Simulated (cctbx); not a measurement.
# Lattice, Laue class and space group of a new crystal

Cell: a = 8.1440 Å, b = 5.2370 Å, c = 9.1840 Å, α = 90.00°, β = 90.00°, γ = 90.00°. Expected content of the cell: Tl2 Mn28 V2.

The data are simulated with cctbx, not measured: Mo Kα, λ = 0.71073 Å, to d = 0.77 Å, 70 % of the full sphere, strongest reflection 70000 counts, noise from counting, a 2 % proportional error and a noise floor of 15 counts (s.d.); no absorption.

A first pass over the reflections prints:

```text
2467 reflections to d = 0.770 A
centring   violations  <I/sigma> of those
    A          0 of  1231     -0.0
    B        606 of  1218     11.3
    C        606 of  1227     11.2
    I        607 of  1246     10.8
    R        818 of  1629     12.5
    F        606 of  1838      7.5
Laue class    unique    Rint  (classes that these axes allow; Friedel mates merged)
A 1 2/m 1         481   0.039
A 1 1 2/m         466   0.039
A m m m           279   0.040
space group    extra absences  I>4sigma  <I/sigma>
A 2 2 2                 0          0         -  acentric
A 2 m m                 0          0         -  acentric
A m m 2                 0          0         -  acentric
A m 2 m                 0          0         -  acentric
A m m m                 0          0         -  centric
Wilson B = 0.29 A^2   <|E^2-1|> = 1.068 (0.968 centric, 0.736 acentric)   E^2>4: 5.4 %
shell (A)         n   <I/sigma>
 4.59 - 1.53     43     42.8
 1.53 - 1.22     35     38.3
 1.22 - 1.07     32     42.6
 1.07 - 0.97     39     33.9
 0.97 - 0.91     29     31.3
 0.91 - 0.85     39     31.8
 0.85 - 0.81     28     32.1
 0.81 - 0.77     34     36.5
```

**Question.** What are the lattice type, the Laue class and the likely space group?

The reflections that A centring forbids are absent (⟨I/σ⟩ near 0), so the lattice is A.

Rint stays low (0.039) up to A m m m, the highest class in these axes.

5 settings pass the absence test. No glide or screw absences show, which leaves A 2 2 2, A 2 m m, A m m 2, A m 2 m and A m m m.

⟨|E²−1|⟩ = 1.068 leans to a centrosymmetric structure. Here that hint misleads: the statistic assumes many like atoms on general positions, and few, heavy or special-position atoms break it. The Wilson B of 0.29 Å² means U ≈ 0.0037 Å².

The true group is Amm2 (no. 38), Laue class mmm, non-centrosymmetric. The tables only narrow the choice to the tied entries; cell content, site symmetry and trial solutions must settle it.

This is a model crystal, built by substitution and not relaxed, with assumed displacement parameters.

[Logs are printed without paths, hosts, clocks, repeated set-up lines and the standing remarks that a program may print on its own settings, such as how far it seeks lower states.]
